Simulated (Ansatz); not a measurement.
# Cu-Os-Cu stack of (111) layers: phonons along a line and the smearing

Does Cu-Os-Cu stack of (111) layers have a Kohn anomaly or a soft branch that a wide smearing hides? The first relaxation steps of the session are not shown, so no cell shown is the starting entry, unless a step says so.

Program: Ansatz 0.2.0. Level of theory: DFT PBEsol, scalar-relativistic, plane waves, PAW; PAW set soft_1. Results are calculated unless marked as measured.

**1. The cell after earlier relaxation steps**

The cell holds 3 atoms: 2 Cu and 1 Os. Its edges and angles: a = 2.588 Å, b = 2.588 Å, c = 32.649 Å, α = 90.0°, β = 90.0°, γ = 120.0°. Vacuum lies along c.

**2. Tight relaxation**

Residual forces and stress shift phonon frequencies, so the cell is relaxed again, with tight thresholds and the mesh and smearing of this input. Earlier relaxation steps are not shown.

Contents of input.yaml:

```yaml
crystal:
  lattice:
    - [2.5877170058, 0.0, 0.0]
    - [-1.2938585029, 2.2410286649, 0.0]
    - [0.0, 0.0, 32.6490652006]
  atoms:
    - { symbol: Cu, position: [0.0, 0.0, 0.1701497767] }
    - { symbol: Os, position: [0.3333333333, 0.6666666667, 0.2362170234] }
    - { symbol: Cu, position: [0.6666666667, 0.3333333333, 0.3022842702] }
  periodic: [true, true, false]
kpoints:
  mp_grid: { grid: [12, 12, 1] }
hamiltonian:
  xc: pbesol
  pseudopotentials: { kind: paw, azcp: { folder: soft_1 }, xc_functional: pbe }
scf:
  occupations: { method: methfessel_paxton, width: 0.2 }
output:
  forces: true
  stress: true
  eigenvalues: true
  write_density: true
  write_potential: true
  elf: true
  volumetric_format: npy
relax:
  adjacent_minimum: "off"
  f_tol: 0.001
  max_steps: 60
  cell: { stress_2d_tol: 0.002 }
```

Command:

```sh
ansatz run input.yaml --threads 4 --pin off --max-ram 12288MiB --backend cpu --events-out ev --progress --plain --runs-dir out
```

Numbers of over 12 decimals in the logs are rounded to 6 here.

What it wrote:

```text
[the first part of the log is left out]
  E_paw        = -12474.037238  (= ΣΔE_a)
  E_vpaw       = -1734.608580  (= ΣTr[D̂ρ^β])
  E_aug_tail   = 0.002288  (compensation charges beyond the density's cutoff)
  E_ewald      = 129337.632535
  E_core_change = 0.660403  (= ΣΔE_core)
  E_smearing   = -0.006470  (= −TS)
  E_closure    = -0.000000  (closes the sum)
  Σ components = -24427.583752   (vs F -24427.583752, Δ=0.00e0)
--- Forces (eV/Å), atoms counted from 1 ---
  atom   1  Cu     0.00000000     0.00000000     0.00098630
  atom   2  Os    -0.00000000     0.00000000     0.00000000
  atom   3  Cu    -0.00000000    -0.00000000    -0.00098630
  max |Σ_I F_I| component: 9.25e-18 eV/Å
--- 2D stress c σ (N/m, compression-positive) ---
       -0.000393       0.000000       0.000000
        0.000000      -0.000393       0.000000
        0.000000       0.000000       0.000000
  P = ½ c Tr σ = -0.0004 N/m
--- Band table (eV; the first three rows and the last of 19) ---
  k-point 0: bands = ["-117.3520", "-117.3520", "-91.5974", "-74.8699", "-74.8695", "-74.8447", "-74.8447", "-74.8447", "-74.8447", "-51.0182", "-50.3390", "-50.3390", "-15.0261", "-11.8818", "-11.8274", "-8.3964", "-8.2822", "-8.0963", "-8.0963", "-7.9656", "-7.9656", "-7.9491", "-7.9491", "-7.2354", "-7.2354", "-6.9410", "-6.9410", "-6.4358", "-5.1589", "-3.9421", "-3.9421", "-0.3813", "-0.1855"]
  k-point 1: bands = ["-117.3515", "-117.3515", "-91.5895", "-74.8693", "-74.8689", "-74.8495", "-74.8495", "-74.8460", "-74.8459", "-51.0056", "-50.4289", "-50.3597", "-14.7130", "-11.7171", "-11.5934", "-8.4908", "-8.3722", "-8.2280", "-7.9974", "-7.9682", "-7.9671", "-7.8774", "-7.8382", "-7.4660", "-7.2652", "-7.1107", "-6.8435", "-6.0576", "-5.4712", "-4.0183", "-3.3996", "-0.1889", "0.0452"]
  k-point 2: bands = ["-117.3500", "-117.3500", "-91.5677", "-74.8677", "-74.8674", "-74.8625", "-74.8625", "-74.8493", "-74.8493", "-50.9713", "-50.6703", "-50.4158", "-13.8711", "-11.2987", "-10.9820", "-8.9622", "-8.5635", "-8.3466", "-8.1103", "-7.9686", "-7.7640", "-7.7226", "-7.6717", "-7.5675", "-7.3819", "-7.3296", "-6.3158", "-5.8588", "-5.2478", "-4.2183", "-2.3891", "0.3830", "0.7186"]
  k-point 18: bands = ["-117.3431", "-117.3431", "-91.4630", "-74.8951", "-74.8950", "-74.8948", "-74.8948", "-74.8602", "-74.8602", "-51.2310", "-51.2310", "-50.8048", "-9.9989", "-9.9989", "-9.4996", "-9.2267", "-9.2267", "-8.3502", "-8.0616", "-8.0616", "-8.0272", "-8.0058", "-6.9943", "-6.9943", "-6.5894", "-6.5894", "-5.1116", "-0.5405", "-0.0108", "-0.0108", "0.3072", "1.7755", "1.7755"]
--- Relaxed structure (3 steps of the walk, 3 accepted, 1 SCFs on fresh bases) ---
  F+E_penalty+E_count = -24427.58375207 eV   max|allowed force component| = 9.863e-4 eV/Å   (the final SCF, on the basis selected at the relaxed cell)
  cell:  # Å, volume = 189.4593 Å³
    - [2.588554, 0.0, 0.0]
    - [-1.294277, 2.241754, 0.0]
    - [0.0, 0.0, 32.6490652006]
  atoms:
    - { symbol: Cu, position: [0, 0.0, 0.170157] }
    - { symbol: Os, position: [0.333333, 0.666667, 0.236217] }
    - { symbol: Cu, position: [0.666667, 0.333333, 0.302277] }
```

It took 9.6 s on 4 threads of Arm Neoverse V2, shared host; peak memory 0.57 GiB.

Little changed from the start: no atom moved by 0.005 Å and no cell edge by 0.1 %.

Numbers from this step:

| Quantity | Value |
| --- | --- |
| metallic on mesh | yes |
| gap on the k-mesh | 0 eV |

ELF in the ca plane at fractional y = 0.000, with atoms of Cu within 0.2 Å of it. It is the smooth field of the valence electrons, not physical close to the nuclei.

Values, 5 rows by 16 columns, each cell a mean:
```
0.00 0.00 0.01 0.08 0.15 0.28 0.20 0.34 0.31 0.21 0.25 0.20 0.05 0.00 0.00 0.00
0.00 0.00 0.01 0.08 0.19 0.17 0.23 0.34 0.30 0.19 0.17 0.17 0.05 0.00 0.00 0.00
0.00 0.00 0.01 0.08 0.23 0.21 0.25 0.38 0.32 0.19 0.16 0.16 0.05 0.00 0.00 0.00
0.00 0.00 0.01 0.08 0.16 0.17 0.22 0.32 0.29 0.20 0.19 0.18 0.05 0.00 0.00 0.00
0.00 0.00 0.01 0.08 0.15 0.43 0.20 0.37 0.33 0.22 0.29 0.21 0.05 0.00 0.00 0.00
```
Columns run along c (16.0 Å, from fractional 0.00 to 0.49 of the cell), rows up along a (2.6 Å). Atoms in or near the plane, at fractional coordinates: Cu at (0.17, 0.00).

Electrostatic potential energy in the ca plane at fractional y = 0.000, with atoms of Cu within 0.2 Å of it. With pseudopotentials it is smooth inside the atoms' cores, unlike the true potential.

Ten even steps from '0' (-48 eV) to '9' (0 eV), each cell a mean:
```
99999999999984000388888899999999999999999999
99999999999997201688767889888999999999999999
99999999999998767887424788756899999999999999
99999999999999888986202688535899999999999999
99999999999999878887313688646899999999999999
99999999999998423788656788878899999999999999
99999999999985000488878899988999999999999999
99999999999983000278888999999999999999999999
```
Columns run along c (16.0 Å, from fractional 0.00 to 0.49 of the cell; values clipped at the 3rd and 97th percentile), rows up along a (2.6 Å). Atoms in or near the plane, at fractional coordinates: Cu at (0.17, 0.00).

Valence density in the ca plane at fractional y = 0.000, with atoms of Cu within 0.2 Å of it. It is the smooth field of the valence electrons, not physical close to the nuclei.

Ten steps, logarithmic in the rise over the least value, from '0' (0 e/Å³) to '9' (59 e/Å³), each cell a mean:
```
00000000000002687311111000000000000000000000
00000000000001354111111100010000000000000000
00000000000000111001222100111000000000000000
00000000000000000001232111121000000000000000
00000000000000010001232111121000000000000000
00000000000000232101121100110000000000000000
00000000000001576211111000000000000000000000
00000000000002798310111000000000000000000000
```
Columns run along c (16.0 Å, from fractional 0.00 to 0.49 of the cell), rows up along a (2.6 Å). Atoms in or near the plane, at fractional coordinates: Cu at (0.17, 0.00).

**3. Wavevectors along a line: Fermi–Dirac smearing of 0.1 eV**

Each wavevector is solved by itself, so no interpolation smooths a dip of the branch.

Contents of input.yaml:

```yaml
crystal:
  lattice:
    - [2.5885542713, 0.0, 0.0]
    - [-1.2942771357, 2.2417537581, 0.0]
    - [0.0, 0.0, 32.6490652006]
  atoms:
    - { symbol: Cu, position: [0.0, 0.0, 0.1701572757] }
    - { symbol: Os, position: [0.3333333333, 0.6666666667, 0.2362170234] }
    - { symbol: Cu, position: [0.6666666667, 0.3333333333, 0.3022767711] }
  periodic: [true, true, false]
kpoints:
  mp_grid: { grid: [18, 18, 1] }
hamiltonian:
  xc: pbesol
  pseudopotentials: { kind: paw, azcp: { folder: soft_1 }, xc_functional: pbe }
scf:
  occupations: { method: fermi_dirac, width: 0.1 }
output:
  eigenvalues: true
phonons:
  method: dfpt
  qpoints:
    - [0, 0, 0]
    - [0.166666667, 0.0, 0.0]
    - [0.333333333, 0.0, 0.0]
    - [0.5, 0.0, 0.0]
```

What it wrote:

```text
Warning: crystal.symmetry: narrowed to the stabiliser of the run's FFT grids — unitary ops 12 → 6. A phonons.method: dfpt run fills in the rows of the dynamical matrix that it does not solve by its symmetry operations, which is exact only for operations that map its FFT grids onto themselves: filled in by any other, the frequencies could depend on the order in which like atoms are typed, or, by more than the grids' own error, on where the crystal sits among the grids' points. Excluded: 6 operations. The run can therefore solve more perturbations, solve them on more k-points, or both, and cost more. [rest of the remark cut]
The run solves and reports these wavevectors of phonons.qpoints, in the list's order, at another value: [0.166666667, 0.0, 0.0] as [0.166667, 0.0, 0.0], [0.333333333, 0.0, 0.0] as [0.333333, 0.0, 0.0].
[...]
Crystal: 3 atoms, lattice volume = 189.459 Å³
Basis set: ecut = 420 eV, 3787 PW (Γ), exchange–correlation on 36×36×450 points (8 copies of the dense FFT grid, shifted against one another)
Bands: 33, of which v1, the nominal top of the filled ones, is band 27 counted from 1 (26 counted from 0)
Symmetry: 12 space group operations
k-points: 37 of 324 (irreducible under 6 space group operations, time reversal used)
[...]
SCF iter   1: F=—  HF=-24432.971543 eV  |F-HF|=—  |Δ(HF+E_count)|=         —  Δρ=1.99e-1  dr2=8.53e1  ethr=3.10e-3  ⟨swp⟩=17.4  Hψ=10167  notcnv=0
[...]
SCF iter  15: F=-24427.636466 eV  HF=-24427.636466 eV  |F-HF|=1.82e-11  |Δ(HF+E_count)|=  6.55e-11  Δρ=4.91e-8  dr2=2.74e-12  ethr=1.00e-12  ⟨swp⟩=19.7  Hψ=9994  notcnv=0
SCF 1 converged in 15 iterations: F = -24427.636466 eV  dr2 = 2.74e-12
[...]
NSCF: frozen V_eff on 37 k-points
[...]
DFPT response loops at q = (0, 0, 0) (fractional): preconditioner auto → none (partly filled bands, converged f_vac=0.755); β = 0.50; Broyden in place of MSR1
[...]
SCF converged after 15 iterations
Free energy (F): -24427.636466 eV
[...]
Internal energy: -24427.554853 eV  (E = F + TS)
E sigma→0 (E₀):  -24427.595659 eV
Entropy (-TS):   -0.081613 eV (-27.204 meV/atom)
Fermi energy:    -5.310910 eV
[...]
--- Band table (eV; the first three rows and the last of 37) ---
  k-point 0: bands = [... 23 lower, -7.2310, -7.2310, -6.9597, -6.9597, -6.4321, -5.1587, -3.9798, -3.9798, ... 2 higher]
  k-point 1: bands = [... 23 lower, -7.3557, -7.2450, -7.0391, -6.9252, -6.2418, -5.3395, -4.0142, -3.6969, ... 2 higher]
  k-point 2: bands = [... 23 lower, -7.5641, -7.2817, -7.2263, -6.7765, -5.8562, -5.5918, -4.1113, -3.1074, ... 2 higher]
  k-point 36: bands = [... 23 lower, -7.0180, -6.5973, -6.5973, -5.1210, -0.5311, -0.0113, -0.0113, 0.2849, ... 2 higher]
--- Phonons (Γ-DFPT): 6 representative perturbations + reference (Σ response iterations 31) ---
  ASR residual: 9.927e-4 → 0.000e0 eV/Å²; symmetrization residual: 9.343e-6 eV/Å²
  The last average, over the group as it would stand without the narrowing to the FFT grids, took up to 6.347e-6 eV/Å² of the zone centre's force constants
  ASR residual per site (eV/Å²): 2.17e-4 9.93e-4 2.06e-4
  Γ frequencies (cm⁻¹): 0.00 0.00 0.00 80.88 80.88 97.98 97.98 162.67 192.12
  non-analytic LO–TO correction: not included (Born effective charges unavailable; polar crystals: no LO–TO splitting at Γ)
--- Phonons (arbitrary-q DFPT): 4 explicit q-points ---
  q = [0, 0, 0] (of the zone-centre solve; hermiticity 1.81e-6, symmetrization 4.75e-11, taken by the last average 6.14e-7): -0.00 0.00 0.00 80.88 80.88 97.98 97.98 162.67 192.12
  q = [0.166667, 0, 0] (6 solved perturbations in 1485 linear systems a pass and spin channel, the states on 324 of 324 k-point pairs; hermiticity 2.98e-6, symmetrization 8.57e-10, taken by the last average 6.32e-7): 27.29 60.92 98.23 104.45 114.12 122.11 141.02 176.91 186.04
[...]
sum rule: each row above includes the acoustic sum rule's correction from the zone centre's row sums; it moved no ω² by more than (1.19 cm⁻¹)²
```

It took 11 min on 4 threads; peak memory 3.8 GiB.

The column dr2 measures how far the density is from self-consistency, as an energy; F and HF (Harris–Foulkes) agree once it is small.

Each wavevector solved by linear response. Table of frequency by |q| along the line; 7 of 9 lines:

```
|q| along the line (Å⁻¹)  mode 1 (cm⁻¹)  mode 2 (cm⁻¹)  mode 3 (cm⁻¹)  mode 4 (cm⁻¹)  mode 5 (cm⁻¹)  mode 6 (cm⁻¹)  mode 7 (cm⁻¹)
                   0.000              0              0              0           80.9           80.9           98.0           98.0
                   0.467           27.3           60.9           98.2            104            114            122            141
                   0.934           47.7           93.3            125            136            137            160            173
                   1.401           53.5           96.2            136            137            145            171            191
```

**4. Phonons along a line: Fermi–Dirac smearing of 0.25 eV**

The smearing blurs the Fermi surface that screens the phonons; a Fermi–Dirac width is an electronic temperature.

input.yaml: that of step 3 with these lines changed.

```diff
@@ -16,3 +16,3 @@
 scf:
-  occupations: { method: fermi_dirac, width: 0.1 }
+  occupations: { method: fermi_dirac, width: 0.25 }
 output:
```

Wider smearing eases the sum over k-points of a metal but moves the result away from its zero-temperature value.

What it wrote:

```text
[...]
band count auto-derived: 36 (N_el = 54.0; filled up to band 27; 33 by the electrons, moments and atoms)
[...]
Crystal: 3 atoms, lattice volume = 189.459 Å³
Basis set: ecut = 420 eV, 3787 PW (Γ), exchange–correlation on 36×36×450 points (8 copies of the dense FFT grid, shifted against one another)
Bands: 36, of which v1, the nominal top of the filled ones, is band 27 counted from 1 (26 counted from 0)
Symmetry: 12 space group operations
k-points: 37 of 324 (irreducible under 6 space group operations, time reversal used)
[...]
SCF iter   1: F=—  HF=-24433.501417 eV  |F-HF|=—  |Δ(HF+E_count)|=         —  Δρ=2.02e-1  dr2=8.90e1  ethr=3.10e-3  ⟨swp⟩=16.8  Hψ=11268  notcnv=0
[...]
SCF iter  15: F=-24427.859100 eV  HF=-24427.859100 eV  |F-HF|=1.16e-10  |Δ(HF+E_count)|=  3.75e-10  Δρ=3.50e-8  dr2=1.27e-12  ethr=1.00e-12  ⟨swp⟩=20.3  Hψ=10975  notcnv=0
SCF 1 converged in 15 iterations: F = -24427.859100 eV  dr2 = 1.27e-12
[...]
WARN: eigensolver did not converge (k=7): 1 band(s) unlocked after 2 eigensolves, warm-restarted (20 sweeps on the last) at ethr=3.44e-12 eV (storage-precision floor; scheduled 1.00e-12 eV) (lowest unlocked band 35, counted from 0; max residual 1.15e-5 eV among the unlocked bands, 1.15e-5 eV over every band; other slots of this pass that fall short are told together in one closing line; warning suppressed until the next SCF loop or pass starts)
WARN: eigensolver did not converge in 11 slots of this pass, the one above among them; of largest residual over every band (k=24): 1 band(s) unlocked (lowest unlocked band 35, counted from 0; max residual 1.05e-3 eV among the unlocked bands, 1.05e-3 eV over every band); of lowest unlocked band (k=7): band 35
[...]
SCF converged after 15 iterations
Free energy (F): -24427.859100 eV
[...]
Internal energy: -24427.332500 eV  (E = F + TS)
E sigma→0 (E₀):  -24427.595800 eV
Entropy (-TS):   -0.526600 eV (-175.533 meV/atom)
Fermi energy:    -5.234096 eV
[...]
--- Band table (eV; the first three rows and the last of 37) ---
  k-point 0: bands = [... 23 lower, -7.2494, -7.2494, -6.9464, -6.9464, -6.4275, -5.1471, -3.9039, -3.9039, ... 5 higher]
  k-point 1: bands = [... 23 lower, -7.3727, -7.2630, -7.0279, -6.9064, -6.2382, -5.3165, -3.9387, -3.6361, ... 5 higher]
  k-point 2: bands = [... 23 lower, -7.5805, -7.2987, -7.2189, -6.7375, -5.8483, -5.5653, -4.0370, -3.0642, ... 5 higher]
  k-point 36: bands = [... 23 lower, -6.9971, -6.5962, -6.5962, -5.0914, -0.5241, 0.0043, 0.0043, 0.3255, ... 5 higher]
  ° read free of the cell's end (the report's vacuum.weakly_bound_levels)
[...]
ASR residual: 1.383e-3 → 0.000e0 eV/Å²; symmetrization residual: 1.171e-5 eV/Å²
[...]
ASR residual per site (eV/Å²): 4.66e-4 1.38e-3 4.64e-4
  Γ frequencies (cm⁻¹): 0.00 0.00 0.00 79.60 79.60 96.12 96.12 163.62 194.46
[...]
--- Phonons (arbitrary-q DFPT): 4 explicit q-points ---
[...]
```

Run time: 12 min. Hardware: 4 threads; peak memory 4 GiB.

Each wavevector solved by linear response. Frequency against |q| along the line; 7 of 9 lines:

```
|q| along the line (Å⁻¹)  mode 1 (cm⁻¹)  mode 2 (cm⁻¹)  mode 3 (cm⁻¹)  mode 4 (cm⁻¹)  mode 5 (cm⁻¹)  mode 6 (cm⁻¹)  mode 7 (cm⁻¹)
                   0.000              0              0              0           79.6           79.6           96.1           96.1
                   0.467           28.3           62.8           97.6            105            114            122            141
                   0.934           45.8           96.9            125            137            138            160            174
                   1.401           50.9           98.3            136            136            144            172            191
```

Against step 3 (now smearing width 0.25 eV), the free energy moves by -74.2 meV an atom.

**5. Wavevectors along a line: Fermi–Dirac smearing of 0.04 eV**

Each wavevector is solved by itself, so no interpolation smooths a dip of the branch.

input.yaml: that of step 4 with these lines changed.

```diff
@@ -16,3 +16,3 @@
 scf:
-  occupations: { method: fermi_dirac, width: 0.25 }
+  occupations: { method: fermi_dirac, width: 0.04 }
 output:
```

Narrower smearing comes nearer the zero-temperature value but asks more of the mesh.

What it wrote:

```text
[...]
Crystal: 3 atoms, lattice volume = 189.459 Å³
Basis set: ecut = 420 eV, 3787 PW (Γ), exchange–correlation on 36×36×450 points (8 copies of the dense FFT grid, shifted against one another)
Bands: 33, of which v1, the nominal top of the filled ones, is band 27 counted from 1 (26 counted from 0)
Symmetry: 12 space group operations
k-points: 37 of 324 (irreducible under 6 space group operations, time reversal used)
[...]
SCF iter   1: F=—  HF=-24432.872805 eV  |F-HF|=—  |Δ(HF+E_count)|=         —  Δρ=1.98e-1  dr2=8.44e1  ethr=3.10e-3  ⟨swp⟩=19.1  Hψ=10517  notcnv=0
[...]
SCF iter  13: F=-24427.604184 eV  HF=-24427.604184 eV  |F-HF|=9.09e-10  |Δ(HF+E_count)|=   1.02e-9  Δρ=8.44e-8  dr2=6.88e-12  ethr=1.00e-12  ⟨swp⟩=23.8  Hψ=11687  notcnv=0
SCF 1 converged in 13 iterations: F = -24427.604184 eV  dr2 = 6.88e-12
[...]
SCF converged after 13 iterations
Free energy (F): -24427.604184 eV
[...]
Internal energy: -24427.593267 eV  (E = F + TS)
E sigma→0 (E₀):  -24427.598726 eV
Entropy (-TS):   -0.010918 eV (-3.639 meV/atom)
Fermi energy:    -5.330001 eV
[...]
--- Band table (eV; the first three rows and the last of 37) ---
  k-point 0: bands = [... 23 lower, -7.2354, -7.2354, -6.9721, -6.9721, -6.4374, -5.1655, -4.0050, -4.0050, ... 2 higher]
  k-point 1: bands = [... 23 lower, -7.3600, -7.2495, -7.0508, -6.9390, -6.2474, -5.3499, -4.0393, -3.7178, ... 2 higher]
  k-point 2: bands = [... 23 lower, -7.5682, -7.2864, -7.2369, -6.7957, -5.8632, -5.6038, -4.1362, -3.1233, ... 2 higher]
  k-point 36: bands = [... 23 lower, -7.0327, -6.6063, -6.6063, -5.1351, -0.5376, -0.0207, -0.0207, 0.2677, ... 2 higher]
[...]
ASR residual: 8.199e-4 → 0.000e0 eV/Å²; symmetrization residual: 8.037e-6 eV/Å²
[...]
ASR residual per site (eV/Å²): 2.20e-4 8.20e-4 2.20e-4
  Γ frequencies (cm⁻¹): 0.00 0.00 0.00 81.65 81.65 98.71 98.71 162.79 191.23
[...]
--- Phonons (arbitrary-q DFPT): 4 explicit q-points ---
[...]
```

Run time: 12 min. Hardware: 4 threads; peak memory 3.8 GiB.

[end of part 1 of 2]

[Logs are printed without paths, hosts, clocks, repeated set-up lines and the standing remarks that a program may print on its own settings, such as how far it seeks lower states.]

[Hosts, paths, dates, database ids (printed as entryN), source tags and the programs' standing remarks are cut or masked in the printed files.]
